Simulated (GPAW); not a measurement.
**Near-edge structure at the Y L₃ edge of YSi2 (P6/mmm)**

Aim: the near-edge shape at the Y L₃ edge of YSi2 (P6/mmm), and what the core hole does to it.

Program: GPAW 26.7.0. Level of theory: X-ray absorption from dipole matrix elements to empty bands, plane-wave PAW LDA. Results are calculated unless marked as measured.

Report form: the programs' logs are mostly left out.

## Step 1: Starting point

The structure is hexagonal, space group P6/mmm (No. 191). The conventional cell has a = 3.850 Å, b = 3.850 Å, c = 4.140 Å, α = 90.00°, β = 90.00°, γ = 120.00°. Y has 12 Si at 3.04 Å nearest. Nearest to Si lie 3 Si at 2.22 Å and 6 Y at 3.04 Å. Farther neighbours are not listed.

As a file:

```
Y Si
1.0
     3.85000    0.00000    0.00000
    -1.92500    3.33420    0.00000
     0.00000    0.00000    4.14000
Y Si
1 2
Direct
  0.00000 0.00000 0.00000
  0.66667 0.33333 0.50000
  0.33333 0.66667 0.50000
```

## Step 2: Ground state of the crystal

A plain self-consistent run shows whether there is a gap, which decides the set-up of the core-hole run.

Input file scf.py:

```python
import numpy as np
from ase import Atoms
from ase.parallel import parprint, paropen
from gpaw import GPAW, PW, FermiDirac, Mixer, MixerDif, setup_paths
from gpaw.test import gen
setup_paths.insert(0, '.')
gen('Y', name='nch2p', xcname='LDA', corehole=(2, 1, 0), write_xml=True)
from gpaw.mpi import world
world.barrier()

atoms = Atoms('YSi2',
    cell=[[3.85, 0, 0],
     [-1.925, 3.3341978, 0],
     [0, 0, 4.14]],
    scaled_positions=[[0, 0, 0],
     [0.66666667, 0.33333333, 0.5],
     [0.33333333, 0.66666667, 0.5]],
    pbc=True)
atoms.calc = calc = GPAW(legacy_gpaw=True, mode=PW(430, force_complex_dtype=True), xc='LDA', setups={0: 'nch2p'},
    kpts={'size': (7, 7, 6), 'gamma': True}, occupations=FermiDirac(0.05),
    charge=0, mixer=Mixer(0.1, 5, 50), maxiter=150,
    convergence={'density': 0.0001, 'eigenstates': 1e-6}, txt='scf.txt')
energy = atoms.get_potential_energy() + calc.get_reference_energy()
ef = calc.get_fermi_level()
out = dict(energy=energy, fermi=ef, forces=atoms.get_forces().tolist())
parprint(f'all-electron energy {energy:.4f} eV, Fermi level {ef:.4f} eV')
ev = np.array([[calc.get_eigenvalues(k, s) for k in range(len(calc.get_ibz_k_points()))] for s in range(calc.get_number_of_spins())])
out['homo'], out['lumo'], out['counts'] = ev[ev < ef].max(), ev[ev > ef].min(), sorted(set((ev < ef).sum((0, 2)).tolist()))
out['filled'] = (ev[:, 0] < ef).sum(1).tolist()
import json
with paropen('out.json', 'w') as f:
    json.dump(out, f)
```

Run with:

```sh
OMP_NUM_THREADS=1 mpirun -n 4 gpaw python scf.py
```

Wall time 7.3 s (4 MPI ranks of Intel Xeon Platinum 8488C (Sapphire Rapids), shared host); peak memory 0.18 GiB.

The mesh shows no gap, so the system is treated as a metal and the core electron is put at the Fermi level (neutral cell).

## Step 3: Spectrum without a core hole, Y atom 1

This cheap baseline ignores the attraction of the hole: it shows the absorber's empty states as they are in the ground state. The data set with a hole of occupation 0 only carries the core orbital.

The absorber has 12 Si at 3.04 Å (12-fold, site symmetry 6/mmm).

Input file xas.py:

```python
import numpy as np
from ase import Atoms
from ase.parallel import parprint, paropen
from gpaw import GPAW, PW, FermiDirac, Mixer, MixerDif, setup_paths
from gpaw.test import gen
setup_paths.insert(0, '.')
gen('Y', name='nch2p', xcname='LDA', corehole=(2, 1, 0), write_xml=True)
from gpaw.mpi import world
world.barrier()

atoms = Atoms('YSi2',
    cell=[[3.85, 0, 0],
     [-1.925, 3.3341978, 0],
     [0, 0, 4.14]],
    scaled_positions=[[0, 0, 0],
     [0.66666667, 0.33333333, 0.5],
     [0.33333333, 0.66666667, 0.5]],
    pbc=True)
atoms.calc = calc = GPAW(legacy_gpaw=True, mode=PW(430, force_complex_dtype=True), xc='LDA', setups={0: 'nch2p'},
    kpts={'size': (10, 10, 8), 'gamma': True}, occupations=FermiDirac(0.1),
    charge=0, mixer=Mixer(0.1, 5, 50), maxiter=150,
    convergence={'density': 0.0001, 'eigenstates': 1e-6}, txt='scf.txt')
energy = atoms.get_potential_energy() + calc.get_reference_energy()
ef = calc.get_fermi_level()
out = dict(energy=energy, fermi=ef, forces=atoms.get_forces().tolist())
parprint(f'all-electron energy {energy:.4f} eV, Fermi level {ef:.4f} eV')
ev = np.array([[calc.get_eigenvalues(k, s) for k in range(len(calc.get_ibz_k_points()))] for s in range(calc.get_number_of_spins())])
out['homo'], out['lumo'], out['counts'] = ev[ev < ef].max(), ev[ev > ef].min(), sorted(set((ev < ef).sum((0, 2)).tolist()))
out['filled'] = (ev[:, 0] < ef).sum(1).tolist()

from ase.units import Ha
from gpaw.xas import dipole_matrix_elements
nb = int(calc.get_number_of_electrons() / 2) + 40
top = nb
nscf = calc.fixed_density(kpts={'size': (8, 8, 6), 'gamma': True},
    convergence={'eigenstates': 1.0}, txt='nscf.txt')
nscf.diagonalize_full_hamiltonian(nbands=nb)
cell = atoms.cell.array
ops = [cell.T @ U.T @ np.linalg.inv(cell.T) for U in nscf.wfs.kd.symmetry.op_scc]
E = np.arange(-25, 34, 0.1)
fwhm = np.interp(E, [4, 25], [1.5, 3.5])
Y, X, zero, highest = 0, 0, 1e9, 1e9
for spin in range(nscf.get_number_of_spins()):
    wfs = nscf.wfs
    mine = wfs.bd.get_slice()  # this rank's bands
    A = dipole_matrix_elements(wfs.setups[0])
    eps = np.zeros((wfs.kd.nibzkpts, nb))
    d = np.zeros((3, A.shape[1], wfs.kd.nibzkpts, nb), complex)
    for kpt in wfs.kpt_u:
        if kpt.s == spin and 0 in kpt.P_ani:
            eps[kpt.k, mine] = kpt.eps_n * Ha
            d[:, :, kpt.k, mine] = (kpt.weight * wfs.nspins / 2) ** 0.5 * np.inner(A, kpt.P_ani[0])
    world.sum(eps)
    world.sum(d)
    T = np.einsum('amkn,bmkn->abkn', d, d.conj()).real
    T = sum(np.einsum('ai,ijkn,bj->abkn', R, T, R) for R in ops) / len(ops)
    empty = eps > ef
    zero, highest = min(zero, eps[empty].min()), min(highest, eps[:, top - 1].min())
    lines = [(eps, T, empty)] if spin == 0 else lines + [(eps, T, empty)]
for eps, T, empty in lines:
    f = np.einsum('aakn->akn', T).reshape(3, -1)
    x = eps.ravel() - zero
    w = np.interp(x, E, fwhm) / 2.35482
    g = np.exp(-0.5 * ((E[:, None] - x) / w) ** 2) / (w * (2 * np.pi) ** 0.5)
    Y = Y + (f * empty.ravel()) @ g.T
    X = X + (f * ~empty.ravel()) @ g.T
out.update(E=E.round(2).tolist(), xas=Y.tolist(), xes=X.tolist(), zero=zero, valid=highest - zero, nk=len(eps), nb=nb)
for i in range(0, len(E), 10):
    parprint(f'{E[i]:7.2f}', *(f'{v:10.3e}' for v in Y[:, i]))
import json
with paropen('out.json', 'w') as f:
    json.dump(out, f)
```

Run with:

```sh
OMP_NUM_THREADS=1 mpirun -n 4 gpaw python xas.py
```

It took 67 s on 4 MPI ranks; peak memory 0.34 GiB.

The Y L₃ spectrum, Y atom 1, no core hole (energy from the lowest empty level; intensity scaled to a mean of 1 over the first 20 eV; polarised curves are means over the symmetry-equivalent atoms):

```csv
E (eV),isotropic,ε ⊥ c,ε ∥ c
-2.0,0.00,0.00,0.00
-1.5,0.00,0.00,0.01
-1.0,0.03,0.03,0.03
-0.5,0.10,0.10,0.11
0.0,0.25,0.24,0.26
0.5,0.45,0.45,0.44
1.0,0.71,0.72,0.69
1.5,1.04,1.05,1.03
2.0,1.38,1.37,1.41
2.5,1.68,1.67,1.72
3.0,1.99,2.00,1.97
3.5,2.32,2.38,2.22
4.0,2.46,2.52,2.34
4.5,2.21,2.23,2.16
5.0,1.79,1.78,1.81
5.5,1.50,1.48,1.54
6.0,1.37,1.35,1.40
6.5,1.29,1.28,1.32
7.0,1.24,1.22,1.27
7.5,1.20,1.18,1.23
8.0,1.13,1.12,1.16
8.5,1.03,1.02,1.05
9.0,0.92,0.91,0.95
9.5,0.85,0.83,0.89
10.0,0.78,0.75,0.84
10.5,0.72,0.69,0.78
11.0,0.66,0.64,0.70
11.5,0.63,0.62,0.64
12.0,0.63,0.64,0.60
12.5,0.65,0.67,0.59
13.0,0.66,0.69,0.60
13.5,0.65,0.67,0.60
14.0,0.62,0.63,0.60
14.5,0.58,0.58,0.58
15.0,0.55,0.55,0.56
15.5,0.54,0.54,0.55
16.0,0.55,0.56,0.55
16.5,0.59,0.60,0.56
17.0,0.63,0.66,0.58
17.5,0.67,0.70,0.62
18.0,0.70,0.72,0.65
18.5,0.69,0.71,0.66
19.0,0.66,0.67,0.64
19.5,0.61,0.61,0.61
20.0,0.56,0.56,0.56
20.5,0.51,0.50,0.51
21.0,0.47,0.46,0.47
21.5,0.44,0.43,0.45
22.0,0.42,0.41,0.43
22.5,0.41,0.40,0.42
23.0,0.40,0.40,0.42
23.5,0.41,0.40,0.42
24.0,0.41,0.41,0.42
24.5,0.43,0.43,0.44
25.0,0.46,0.46,0.47
25.5,0.51,0.51,0.51
26.0,0.56,0.56,0.57
26.5,0.63,0.62,0.65
27.0,0.69,0.68,0.73
27.5,0.76,0.74,0.80
28.0,0.81,0.79,0.86
28.5,0.85,0.83,0.89
29.0,0.89,0.87,0.92
29.5,0.91,0.90,0.92
30.0,0.92,0.92,0.93
30.5,0.92,0.92,0.93
31.0,0.93,0.93,0.93
31.5,0.92,0.92,0.92
32.0,0.91,0.90,0.92
```

Main maxima below 30 eV (height): 4.0 eV (2.46) and 18.2 eV (0.70). At an L edge the dipole rule selects empty d (and weakly s) states on the absorber, and the strong line at the onset measures the empty part of its d band.

The same matrix elements for filled bands give the Y L₃ emission of Y atom 1 (ground-state approximation; energy from the lowest empty level, largest value 1):

```csv
E (eV),emission
-24.00,0.00
-23.25,0.00
-22.50,0.00
-21.75,0.00
-21.00,0.00
-20.25,0.00
-19.50,0.00
-18.75,0.00
-18.00,0.00
-17.25,0.00
-16.50,0.00
-15.75,0.00
-15.00,0.00
-14.25,0.00
-13.50,0.00
-12.75,0.01
-12.00,0.02
-11.25,0.03
-10.50,0.04
-9.75,0.03
-9.00,0.04
-8.25,0.05
-7.50,0.05
-6.75,0.06
-6.00,0.12
-5.25,0.21
-4.50,0.32
-3.75,0.50
-3.00,0.73
-2.25,0.90
-1.50,1.00
-0.75,0.92
0.00,0.61
0.75,0.18
1.50,0.02
2.25,0.00
3.00,0.00
```

Emission maxima: -1.4 eV (1.00).

## Step 4: Supercell without a hole, the energy reference

The photon energy needs a difference of total energies, so the cell and mesh of the coming hole run are first run without a hole.

scf.py, as its differences from that of step 2:

```diff
@@ -10,12 +10,18 @@
 
-atoms = Atoms('YSi2',
-    cell=[[3.85, 0, 0],
-     [-1.925, 3.3341978, 0],
-     [0, 0, 4.14]],
+atoms = Atoms('Y3Si6',
+    cell=[[-3.85, 0, -4.14],
+     [1.925, 3.3341978, -4.14],
+     [1.925, -3.3341978, -4.14]],
     scaled_positions=[[0, 0, 0],
-     [0.66666667, 0.33333333, 0.5],
-     [0.33333333, 0.66666667, 0.5]],
+     [0.33333333, 0.33333333, 0.33333333],
+     [0.66666667, 0.66666667, 0.66666667],
+     [0.5, 0.16666667, 0.83333333],
+     [0.83333333, 0.5, 0.16666667],
+     [0.16666667, 0.83333333, 0.5],
+     [0.83333333, 0.16666667, 0.5],
+     [0.16666667, 0.5, 0.83333333],
+     [0.5, 0.83333333, 0.16666667]],
     pbc=True)
 atoms.calc = calc = GPAW(legacy_gpaw=True, mode=PW(430, force_complex_dtype=True), xc='LDA', setups={0: 'nch2p'},
-    kpts={'size': (7, 7, 6), 'gamma': True}, occupations=FermiDirac(0.05),
+    kpts={'size': (5, 5, 5), 'gamma': True}, occupations=FermiDirac(0.1),
     charge=0, mixer=Mixer(0.1, 5, 50), maxiter=150,
```

Run with:

```sh
OMP_NUM_THREADS=1 mpirun -n 4 gpaw python scf.py
```

Elapsed: 25 s, on 4 MPI ranks; peak memory 0.25 GiB; 99 s of CPU time.

Reference energy: -323172.347 eV with the cores included.

## Step 5: Spectrum with XCH, Y atom 1

The holes are 5.7 Å apart. In GPAW the data set carries the hole's charge, so charge=0 means a charged cell and charge=-1 a neutral one. The excited electron is kept in the cell, where it fills the lowest empty states and screens the hole. After the field has converged, empty bands are computed with the density fixed and the dipole matrix elements are summed.

xas.py, as its differences from that of step 3:

```diff
@@ -6,3 +6,3 @@
 setup_paths.insert(0, '.')
-gen('Y', name='nch2p', xcname='LDA', corehole=(2, 1, 0), write_xml=True)
+gen('Y', name='fch2p', xcname='LDA', corehole=(2, 1, 1), write_xml=True)
 from gpaw.mpi import world
@@ -10,13 +10,19 @@
 
-atoms = Atoms('YSi2',
-    cell=[[3.85, 0, 0],
-     [-1.925, 3.3341978, 0],
-     [0, 0, 4.14]],
+atoms = Atoms('Y3Si6',
+    cell=[[-3.85, 0, -4.14],
+     [1.925, 3.3341978, -4.14],
+     [1.925, -3.3341978, -4.14]],
     scaled_positions=[[0, 0, 0],
-     [0.66666667, 0.33333333, 0.5],
-     [0.33333333, 0.66666667, 0.5]],
+     [0.33333333, 0.33333333, 0.33333333],
+     [0.66666667, 0.66666667, 0.66666667],
+     [0.5, 0.16666667, 0.83333333],
+     [0.83333333, 0.5, 0.16666667],
+     [0.16666667, 0.83333333, 0.5],
+     [0.83333333, 0.16666667, 0.5],
+     [0.16666667, 0.5, 0.83333333],
+     [0.5, 0.83333333, 0.16666667]],
     pbc=True)
-atoms.calc = calc = GPAW(legacy_gpaw=True, mode=PW(430, force_complex_dtype=True), xc='LDA', setups={0: 'nch2p'},
-    kpts={'size': (10, 10, 8), 'gamma': True}, occupations=FermiDirac(0.1),
-    charge=0, mixer=Mixer(0.1, 5, 50), maxiter=150,
+atoms.calc = calc = GPAW(legacy_gpaw=True, mode=PW(430, force_complex_dtype=True), xc='LDA', setups={0: 'fch2p'},
+    kpts={'size': (5, 5, 5), 'gamma': True}, occupations=FermiDirac(0.1),
+    charge=-1, mixer=Mixer(0.1, 5, 50), maxiter=150,
     convergence={'density': 0.0001, 'eigenstates': 1e-6}, txt='scf.txt')
@@ -32,10 +38,9 @@
 from gpaw.xas import dipole_matrix_elements
-nb = int(calc.get_number_of_electrons() / 2) + 40
-top = nb
-nscf = calc.fixed_density(kpts={'size': (8, 8, 6), 'gamma': True},
-    convergence={'eigenstates': 1.0}, txt='nscf.txt')
-nscf.diagonalize_full_hamiltonian(nbands=nb)
+nb = int(calc.get_number_of_electrons() / 2) + 113
+top, nb = nb, nb + 8 + nb // 12
+nscf = calc.fixed_density(kpts={'size': (5, 5, 5), 'gamma': True}, nbands=nb,
+    convergence={'bands': top, 'eigenstates': 5e-3}, maxiter=60, txt='nscf.txt')
 cell = atoms.cell.array
 ops = [cell.T @ U.T @ np.linalg.inv(cell.T) for U in nscf.wfs.kd.symmetry.op_scc]
-E = np.arange(-25, 34, 0.1)
+E = np.arange(-6, 34, 0.1)
 fwhm = np.interp(E, [4, 25], [1.5, 3.5])
```

Run with:

```sh
OMP_NUM_THREADS=1 mpirun -n 4 gpaw python xas.py
```

The job ended after 80 s (4 MPI ranks; peak memory 0.41 GiB; 5.3 min of CPU time).

The Y L₃ spectrum, Y atom 1, excited-electron core hole (neutral cell) (energy from the lowest empty level; intensity scaled to a mean of 1 over the first 20 eV; polarised curves are means over the symmetry-equivalent atoms):

```csv
E (eV),isotropic,ε ⊥ c,ε ∥ c
-2.0,0.00,0.00,0.00
-1.5,0.01,0.02,0.01
-1.0,0.09,0.09,0.08
-0.5,0.37,0.38,0.34
0.0,0.98,1.00,0.93
0.5,1.89,1.91,1.85
1.0,2.77,2.79,2.74
1.5,3.15,3.18,3.10
2.0,3.02,3.07,2.91
2.5,2.68,2.74,2.56
3.0,2.34,2.37,2.27
3.5,1.94,1.93,1.95
4.0,1.50,1.47,1.57
4.5,1.19,1.15,1.27
5.0,1.05,1.01,1.13
5.5,1.02,0.97,1.10
6.0,0.99,0.96,1.06
6.5,0.94,0.92,0.98
7.0,0.87,0.87,0.88
7.5,0.78,0.79,0.78
8.0,0.69,0.70,0.69
8.5,0.62,0.62,0.62
9.0,0.56,0.55,0.57
9.5,0.52,0.51,0.54
10.0,0.49,0.48,0.52
10.5,0.48,0.48,0.50
11.0,0.49,0.49,0.50
11.5,0.51,0.52,0.49
12.0,0.54,0.56,0.49
12.5,0.55,0.58,0.50
13.0,0.55,0.57,0.51
13.5,0.53,0.54,0.50
14.0,0.50,0.50,0.49
14.5,0.47,0.47,0.48
15.0,0.47,0.47,0.48
15.5,0.49,0.49,0.48
16.0,0.52,0.53,0.50
16.5,0.57,0.58,0.53
17.0,0.60,0.62,0.56
17.5,0.62,0.64,0.58
18.0,0.61,0.62,0.58
18.5,0.57,0.58,0.56
19.0,0.53,0.53,0.53
19.5,0.48,0.48,0.49
20.0,0.44,0.44,0.45
20.5,0.41,0.41,0.42
21.0,0.39,0.39,0.40
21.5,0.38,0.37,0.39
22.0,0.37,0.36,0.38
22.5,0.37,0.37,0.39
23.0,0.39,0.38,0.40
23.5,0.40,0.40,0.41
24.0,0.43,0.43,0.44
24.5,0.47,0.47,0.48
25.0,0.52,0.51,0.53
25.5,0.58,0.57,0.60
26.0,0.65,0.63,0.68
26.5,0.71,0.69,0.75
27.0,0.78,0.75,0.82
27.5,0.82,0.80,0.87
28.0,0.85,0.83,0.89
28.5,0.86,0.85,0.89
29.0,0.86,0.85,0.87
29.5,0.85,0.85,0.85
30.0,0.83,0.83,0.82
30.5,0.81,0.81,0.80
31.0,0.79,0.79,0.79
```

Main maxima below 30 eV (height): 1.6 eV (3.17), 12.6 eV (0.55), 17.6 eV (0.62) and 28.6 eV (0.86). 

## Step 6: Spectrum with FCH, Y atom 1

The holes are 5.7 Å apart. In GPAW the data set carries the hole's charge, so charge=0 means a charged cell and charge=-1 a neutral one. The excited electron is left out and a uniform background balances the charge. After the field has converged, empty bands are computed with the density fixed and the dipole matrix elements are summed.

Changed against the first core-hole run: core hole to FCH.

xas.py, as its differences from that of step 5:

```diff
@@ -26,3 +26,3 @@
     kpts={'size': (5, 5, 5), 'gamma': True}, occupations=FermiDirac(0.1),
-    charge=-1, mixer=Mixer(0.1, 5, 50), maxiter=150,
+    charge=0, mixer=Mixer(0.1, 5, 50), maxiter=150,
     convergence={'density': 0.0001, 'eigenstates': 1e-6}, txt='scf.txt')
```

Wall time 79 s (4 MPI ranks); peak memory 0.41 GiB.

```csv
E (eV),first run,this run
-2.0,0.00,0.00
-1.0,0.09,0.08
0.0,0.98,0.87
1.0,2.77,2.58
2.0,3.02,3.13
3.0,2.34,2.42
4.0,1.50,1.63
5.0,1.05,1.06
6.0,0.99,0.98
7.0,0.87,0.88
8.0,0.69,0.71
9.0,0.56,0.56
10.0,0.49,0.49
11.0,0.49,0.47
12.0,0.54,0.51
13.0,0.55,0.54
14.0,0.50,0.50
15.0,0.47,0.46
16.0,0.52,0.49
17.0,0.60,0.57
18.0,0.61,0.60
19.0,0.53,0.54
20.0,0.44,0.46
21.0,0.39,0.39
22.0,0.37,0.37
23.0,0.39,0.37
24.0,0.43,0.41
25.0,0.52,0.49
26.0,0.65,0.61
27.0,0.78,0.74
28.0,0.85,0.83
29.0,0.86,0.85
30.0,0.83,0.82
31.0,0.79,0.79
```

Against the first run the r.m.s. difference is 5 %. The highest intensity below 24 eV goes from 1.6 eV (3.17) to 1.8 eV (3.20).

The photon energy of the zero moves by -0.08 eV.

[end of part 1 of 2]

[Logs are printed without paths, hosts, clocks, repeated set-up lines and the standing remarks that a program may print on its own settings, such as how far it seeks lower states.]

[Hosts, paths, dates, database ids (printed as entryN), source tags and the programs' standing remarks are cut or masked in the printed files.]

[Lists of maxima count a maximum above −3 eV only where it reaches 4 % of the highest in the window and stands out from its surroundings by 2 % of it (1.5 % where it reaches 55 %); shoulders and weaker maxima are passed over, and of the rest the first, up to two pre-edge ones and the few strongest are named.]
